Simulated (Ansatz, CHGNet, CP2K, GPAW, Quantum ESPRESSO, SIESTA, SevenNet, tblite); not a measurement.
**Other levels on random packing of 26Ag2S-74GeS2 (mol %) (81 atoms)**

Density of this cell: 3.89 g/cm³. The cell holds 81 atoms: 14 Ag, 47 S and 20 Ge. Cell: a = 12.404 Å, b = 12.404 Å, c = 12.404 Å, α = 90.0°, β = 90.0°, γ = 90.0°. 81 atoms (14 Ag, 47 S, 20 Ge) packed at random in a cube at 3.89 g/cm³ and pushed apart as soft spheres, cations and anions kept from their own kind; a start for melting by ab initio MD, not an equilibrated structure. Then every atom was moved at random, 0.03 Å r.m.s. a Cartesian component.

Geometry: as built.

The reference, a calculation:

| Item | Value |
| --- | --- |
| method | Kohn-Sham DFT, PBE, PAW, plane waves (Ansatz 0.2.0); cutoff 420 eV, Γ point, fermi-dirac smearing of 0.05 eV; PAW set soft_2 |
| r.m.s. force component | 0.7391 eV/Å |
| longest force | 3.129 eV/Å |
| pressure | -0.6663 GPa |
| SCF cycles | 11 |
| time | 24 s on 8 threads of Arm Neoverse V1, shared host |
| CPU time | 3 min |

Runs, in no order:
A. GPAW LDA, LCAO dzp, h 0.2 Å: Kohn-Sham DFT, LDA, PAW, atomic orbitals (dzp)
B. QE PBE, sssp-1.3.0-efficiency, 45/360 Ry: Kohn-Sham DFT, PBE, SSSP efficiency 1.3.0 pseudopotentials, plane waves
C. SevenNet 0 potential: machine-learned interatomic potential SevenNet 0, trained on PBE(+U) plane-wave data
D. GPAW PBE, LCAO szp(dzp), h 0.2 Å: Kohn-Sham DFT, PBE, PAW, atomic orbitals (szp(dzp))
E. GPAW PBE, plane waves 550 eV: Kohn-Sham DFT, PBE, PAW, plane waves

Q: Order them from the smallest to the largest r.m.s. force difference.

B, E, A, C, D.

```csv
run,"Δ force, r.m.s. (meV/Å)",share of r.m.s. force (%),CPU time
"B. QE PBE, sssp-1.3.0-efficiency, 45/360 Ry",10.9,1.47,75 min
"E. GPAW PBE, plane waves 550 eV",33.0,4.47,30 min
"A. GPAW LDA, LCAO dzp, h 0.2 Å",123,16.7,7.4 min
C. SevenNet 0 potential,247,33.4,8.7 s
"D. GPAW PBE, LCAO szp(dzp), h 0.2 Å",350,47.3,5.9 min
```

Machine-learned potentials mimic data converged in k, so the reference's own k-point error enters their differences. The electronic-structure runs sample only Γ, in a cell whose shortest periodic width is 12 Å, which is coarse for a cell with partly filled levels.

[Logs are printed without paths, hosts, clocks, repeated set-up lines and the standing remarks that a program may print on its own settings, such as how far it seeks lower states.]

[Hosts, paths, dates, database ids (printed as entryN), source tags and the programs' standing remarks are cut or masked in the printed files.]
